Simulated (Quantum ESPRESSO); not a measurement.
# CaTi (Pm-3m): phonons by linear response, part 3 of 3

How does CaTi (Pm-3m) vibrate, and is this structure a minimum?

Quantum ESPRESSO 7.5; DFT LDA, scalar-relativistic, plane waves, JTH PAW pseudopotentials.

So far, highest frequency (cm⁻¹): step 7 (interpolated phonon bands) 210. Also lowest frequency on the path (cm⁻¹): step 7 -118. The relaxed cell has a = 3.620 Å (conventional setting).

The structure was built from a prototype and need not be the compound's stable phase.

## (8) Density of states

Sums over the zone need many more wavevectors than were solved, so the interpolation is sampled on a dense mesh.

Contents of matdyn.in:

```
 &input
    asr='simple',
    flfrc='x.fc',
    dos=.true.,
    fldos='x.dos',
    nk1=12,
    nk2=12,
    nk3=12,
    deltaE=0.3,
 /
```

On the command line:

```console
matdyn.x -in matdyn.in > matdyn.out
```

Numbers of over 12 decimals in the logs are rounded to 6 here.

What it wrote:

```text
[banner, memory and clock lines left out]
Program MATDYN v.7.5

 mass for atomic type   1 not given; uses mass from file x.fc
 mass for atomic type   2 not given; uses mass from file x.fc
     Message from routine matdyn:
     Z* not found in file x.fc, TO-LO splitting at q=0 will be absent!

Note: The following floating-point exceptions are signalling: IEEE_UNDERFLOW_FLAG
```

Wall time 4.3 s (1 thread of Arm Neoverse V2, shared host).

Numbers from this step:

| Property | Result |
| --- | --- |
| share of modes beyond 3i cm⁻¹ on the dense interpolated mesh | 0.2198 |

The phonon density of states has structure finer than the step of the table below, so its rows give means over 10 cm⁻¹, whole bins alone (the curve runs from -118 to 210 cm⁻¹). Peaks (cm⁻¹: height): total -99.1: 0.0268, 102.5: 0.0312, 159.2: 0.0563, 199.1: 0.142; Ca 127.7: 0.0177, 159.2: 0.0465, 199.1: 0.108; Ti -99.1: 0.0221, 102.5: 0.0237, 144.5: 0.0190, 199.1: 0.0346.

Tetrahedra. Phonon density of states against wavenumber; means over each step; values in 1/cm⁻¹/cell:

```csv
wavenumber (cm⁻¹),total,Ca,Ti
-110,0.0122,0.00226,0.00999
-100,0.0242,0.00425,0.0200
-90,0.0223,0.00391,0.0184
-80,0.0181,0.00343,0.0147
-70,0.0142,0.00295,0.0112
-60,0.0112,0.00250,0.00874
-50,0.00862,0.00198,0.00664
-40,0.00620,0.00144,0.00476
-30,0.00482,0.00101,0.00380
-20,0.00424,7.9e-4,0.00345
-10,0.00403,7.1e-4,0.00331
0,0.00396,7.0e-4,0.00326
10,0.00403,7.6e-4,0.00327
20,0.00434,9.3e-4,0.00342
30,0.00484,0.00115,0.00370
40,0.00587,0.00158,0.00430
50,0.00979,0.00261,0.00717
60,0.0110,0.00300,0.00800
70,0.0132,0.00339,0.00985
80,0.0142,0.00328,0.0109
90,0.0170,0.00380,0.0132
100,0.0270,0.00638,0.0206
110,0.0204,0.00637,0.0141
120,0.0189,0.00807,0.0108
130,0.0146,0.00987,0.00470
140,0.0143,0.00637,0.00791
150,0.0324,0.0200,0.0124
160,0.0438,0.0356,0.00819
170,0.0350,0.0277,0.00727
180,0.0414,0.0320,0.00937
190,0.0527,0.0415,0.0112
200,0.0777,0.0580,0.0197
```

## (9) Zone-centre analysis

A rigid shift of the crystal must cost nothing, but grids and finite bases break this; the acoustic sum rule is imposed before the matrix is diagonalised again.

Contents of dynmat.in:

```
 &input
    fildyn='x.dyn1',
    asr='simple',
    fileig='dynmat.eig',
 /
```

On the command line:

```console
dynmat.x -in dynmat.in > dynmat.out
```

What it wrote:

```text
[banner, memory and clock lines left out]
Program DYNMAT v.7.5

     Reading Dynamical Matrix from file x.dyn1
     ...Force constants read
     ...epsilon and Z* not read (not found on file)
     A direction for q was not specified:TO-LO splitting will be absent

     Polarizability (A^3 units)
     multiply by 1.000000 for Clausius-Mossotti correction
         0.000000    0.000000    0.000000
         0.000000    0.000000    0.000000
         0.000000    0.000000    0.000000

     IR activities are in (D/A)^2/amu units

# mode   [cm-1]    [THz]      IR
    1     -0.00   -0.0000    0.0000
    2     -0.00   -0.0000    0.0000
    3     -0.00   -0.0000    0.0000
    4    209.81    6.2901    0.0000
    5    209.81    6.2901    0.0000
    6    209.81    6.2901    0.0000
```

Run time: 0.45 s. Hardware: 1 thread.

Unit eigenvectors of the mass-weighted matrix after the sum rule; no LO-TO term. Modes at Γ, with each element's share of the kinetic energy:

```csv
mode,frequency (cm⁻¹),symmetry,Ca %,Ti %
1,0.0,acoustic,46,54
2,0.0,acoustic,46,54
3,0.0,acoustic,46,54
4,209.8,T1u,54,46
5,209.8,T1u,54,46
6,209.8,T1u,54,46
```

Displacements in mode 5 (209.8 cm⁻¹), the largest set to 1:
```
Ca1  0.00  0.00  1.00
Ti2  0.00  0.00 -0.84
```

The rule moves no optical mode by more than 0.1 cm⁻¹.

## (10) Sum rules set otherwise: a sum rule for molecules or wires on a crystal

This rule also removes rotations, which suits wires and not a crystal; it is tried to see the harm.

Contents of dynmat.in:

```
 &input
    fildyn='x.dyn1',
    asr='one-dim',
    fileig='dynmat.eig',
 /
```

On the command line:

```console
dynmat.x -in dynmat.in > dynmat.out
```

What it wrote:

```text
[banner, memory and clock lines left out]
Program DYNMAT v.7.5

     Reading Dynamical Matrix from file x.dyn1
     ...Force constants read
     ...epsilon and Z* not read (not found on file)
asr rotation axis in 1D system=    3
     Acoustic Sum Rule: || Z*(ASR) - Z*(orig)|| =    0.000000E+00
     Acoustic Sum Rule: ||dyn(ASR) - dyn(orig)||=    1.453697E-01
     A direction for q was not specified:TO-LO splitting will be absent

     Polarizability (A^3 units)
     multiply by 1.000000 for Clausius-Mossotti correction
         0.000000    0.000000    0.000000
         0.000000    0.000000    0.000000
         0.000000    0.000000    0.000000

     IR activities are in (D/A)^2/amu units

# mode   [cm-1]    [THz]      IR
    1     -0.00   -0.0000    0.0000
    2     -0.00   -0.0000    0.0000
    3      0.00    0.0000    0.0000
    4      0.00    0.0000    0.0000
    5    209.82    6.2902    0.0000
    6    209.82    6.2902    0.0000
```

Elapsed: 0.45 s, on 1 thread.

The program raised no error, yet the settings are not those of a careful run.

The fault: a sum rule for molecules or wires on a crystal; 1 optical mode is projected out to zero frequency, as if it were a rotation.

For a crystal the rule has to be 'simple' or 'crystal'.

Zone-centre frequencies as printed; negative means imaginary. Modes:

```csv
mode,frequency (cm⁻¹)
1,0
2,0
3,0
4,0
5,209.8
6,209.8
```

## (11) Sum rules set otherwise (asr crystal)

The rule can be imposed in more than one way; the choices should agree where the raw error is small.

Contents of dynmat.in:

```
 &input
    fildyn='x.dyn1',
    asr='crystal',
    fileig='dynmat.eig',
 /
```

On the command line:

```console
dynmat.x -in dynmat.in > dynmat.out
```

What it wrote:

```text
[banner, memory and clock lines left out]
Program DYNMAT v.7.5

     Reading Dynamical Matrix from file x.dyn1
     ...Force constants read
     ...epsilon and Z* not read (not found on file)
     Acoustic Sum Rule: || Z*(ASR) - Z*(orig)|| =    0.000000E+00
     Acoustic Sum Rule: ||dyn(ASR) - dyn(orig)||=    2.467433E-05
     A direction for q was not specified:TO-LO splitting will be absent

     Polarizability (A^3 units)
     multiply by 1.000000 for Clausius-Mossotti correction
         0.000000    0.000000    0.000000
         0.000000    0.000000    0.000000
         0.000000    0.000000    0.000000

     IR activities are in (D/A)^2/amu units

# mode   [cm-1]    [THz]      IR
    1     -0.00   -0.0000    0.0000
    2     -0.00   -0.0000    0.0000
    3      0.00    0.0000    0.0000
    4    209.82    6.2902    0.0000
    5    209.82    6.2902    0.0000
    6    209.82    6.2902    0.0000
```

The job ended after 0.45 s (1 thread).

Zone-centre frequencies as printed; negative means imaginary. Modes:

```csv
mode,frequency (cm⁻¹)
1,0
2,0
3,0
4,209.8
5,209.8
6,209.8
```

Against the first rule no mode moves by more than 0.1 cm⁻¹.

## (12) The dispersion under another sum rule (asr all)

The sum rule corrects the force constants themselves, so it can shift branches at any wavevector, low ones most.

Contents of matdyn.in:

```
 &input
    asr='all',
    flfrc='x.fc',
    flfrq='x.freq',
    flvec='x.modes',
    q_in_band_form=.true.,
    q_in_cryst_coord=.true.,
 /
8
  0.0000000   0.0000000   0.0000000   8  ! GAMMA
  0.0000000   0.5000000   0.0000000   8  ! X
  0.5000000   0.5000000   0.0000000   8  ! M
  0.0000000   0.0000000   0.0000000   8  ! GAMMA
  0.5000000   0.5000000   0.5000000   8  ! R
  0.0000000   0.5000000   0.0000000   1  ! X
  0.5000000   0.5000000   0.5000000   8  ! R
  0.5000000   0.5000000   0.0000000   1  ! M
```

On the command line:

```console
matdyn.x -in matdyn.in > matdyn.out
```

What it wrote:

```text
[banner, memory and clock lines left out]
Program MATDYN v.7.5

 mass for atomic type   1 not given; uses mass from file x.fc
 mass for atomic type   2 not given; uses mass from file x.fc
 Norm of the difference between old and new effective charges:    0.000000

 Huang before:    1   1   1   2,   residual stress:   0.000000
 Huang before:    1   1   1   3,   residual stress:   0.000000
 Huang before:    1   1   2   2,   residual stress:  -0.000000
 Huang before:    1   1   2   3,   residual stress:   0.000000
 Huang before:    1   1   3   3,   residual stress:  -0.000000
 Huang before:    1   2   1   3,   residual stress:   0.000000
 Huang before:    1   2   2   2,   residual stress:   0.000000
 Huang before:    1   2   2   3,   residual stress:   0.000000
 Huang before:    1   2   3   3,   residual stress:   0.000000
 Huang before:    1   3   2   2,   residual stress:   0.000000
 Huang before:    1   3   2   3,   residual stress:   0.000000
 Huang before:    1   3   3   3,   residual stress:   0.000000
 Huang before:    2   2   2   3,   residual stress:   0.000000
 Huang before:    2   2   3   3,   residual stress:  -0.000000
 Huang before:    2   3   3   3,   residual stress:   0.000000

 Norm of the difference between old and new force-constants:   8.72369e-06

     Message from routine matdyn:
     Z* not found in file x.fc, TO-LO splitting at q=0 will be absent!
     Message from routine matdyn:
     Z* not found in file x.fc, TO-LO splitting at q=0 will be absent!

Note: The following floating-point exceptions are signalling: IEEE_UNDERFLOW_FLAG

   You are using asr="all", please consider citing C. Lin, S. Ponc\'e and N. Marzari, npj Comput Mater 8, 236 (2022).
```

It took 0.45 s on 1 thread.

At the labelled points the branches move by no more than 0.2 cm⁻¹.

## (13) Results

* space group after relaxation: Pm-3m
* volume per atom: 23.7 Å³
* highest optical zone-centre mode (no LO-TO term): 209.8 cm⁻¹
* q mesh: 2×2×2
* lowest mode on the q mesh (acoustic ones at the zone centre apart): -118.0 cm⁻¹
* imaginary modes on the q mesh: yes

**Reading.** CaTi (Pm-3m) is unstable: a mode solved on the 2×2×2 mesh is imaginary, 118i cm⁻¹; its spectrum reaches 210 cm⁻¹. At the LDA level the optical modes of CaTi (Pm-3m) at the zone centre lie at 210 cm⁻¹. The most unstable solved mode lies at q = (0, -0.5, -0.5), on the zone boundary, so the distortion that it points to doubles the cell. These are harmonic frequencies at zero temperature: anharmonic shifts and linewidths and thermal expansion are left out. In a metal the frequencies hang on the k mesh and the smearing, most of all near Kohn anomalies. The q mesh stands for a supercell only 7.2 Å across, so branches between the solved wavevectors are rough. The structure is a hypothetical one, built on a prototype.

[Host names and launcher messages were left out of these logs when they were recorded.]

[Logs are printed without paths, hosts, clocks, repeated set-up lines and the standing remarks that a program may print on its own settings, such as how far it seeks lower states.]

[Hosts, paths, dates, database ids (printed as entryN), source tags and the programs' standing remarks are cut or masked in the printed files.]
